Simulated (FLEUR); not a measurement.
Entries from a set of simulations; values are calculated unless marked as measured.

### free Fe(110) film, 3 layers: parallel and opposed starts

The cell holds 3 atoms: 3 Fe. Cell: a = 2.482 Å, b = 2.482 Å, c = 18.053 Å, α = 90.0°, β = 90.0°, γ = 109.5°. layers at typed spacings, unrelaxed. Vacuum lies along c.

```
Fe
1.0
     1.43300   -2.02657    0.00000
     1.43300    2.02657    0.00000
     0.00000    0.00000   18.05320
Fe
3
Direct
  0.00000 0.00000 0.38774
  0.50000 0.50000 0.50000
  0.00000 0.00000 0.61226
```

| Item | Value |
| --- | --- |
| method | LDA (VWN); all-electron FLAPW film, Dirac cores, scalar-relativistic bands (and 1 further level or step) |
| program | FLEUR MaX-R8.1 |
| settings of one run | kmax 3.68 1/bohr, gmax 11 1/bohr, muffin tin radii Fe: 2.23 bohr, lmax Fe: [8, 6], hist occupations, smearing width 0.05 eV, mixer Anderson, mixing 0.03, max iterations 120, stop 2.00e-5 me/bohr³, film mode on, collinear spin, 12×12×1 k-mesh, mesh matched on, starting moments 2.8 2.8 2.8 μB |
| cost | 4 runs, 2.4 min in all on 8 MPI ranks of Arm Neoverse V2, shared host (the runs of this entry) |
| notes | The run is spin-polarised, with a total moment of 7.71 μB a cell. Only 3 starts were tried; other patterns of signs, canted and longer-period orders were not. |
| lowest state found | ferromagnetic (initial ferro +++) |
| largest site spin moment | 2.60 μB |
| next finished state | ferrimagnetic, 180 meV a seeded atom higher |
| energy gained by spin polarisation | 487 meV a seeded atom |
| hyperfine field at Fe1, along its moment | -19.8 T |
| orbital moment on the atom of largest spin, along its spin (spin–orbit run) | 0.0577 μB |

The lowest state found is ferromagnetic, reached from the start ferro +++, with moments up to 2.60 μB. The next finished state costs 180 meV a seeded atom.

[Logs and program files are shortened in this print: banners, set-up blocks, solver, clock and traceback lines can be left out without a mark of their own.]

[Logs are printed without paths, hosts, clocks, repeated set-up lines and the standing remarks that a program may print on its own settings, such as how far it seeks lower states.]

[Hosts, paths, dates, database ids (printed as entryN), source tags and the programs' standing remarks are cut or masked in the printed files.]

[Where a cell is said to come from a database of computed structures, the database is the Materials Project.]
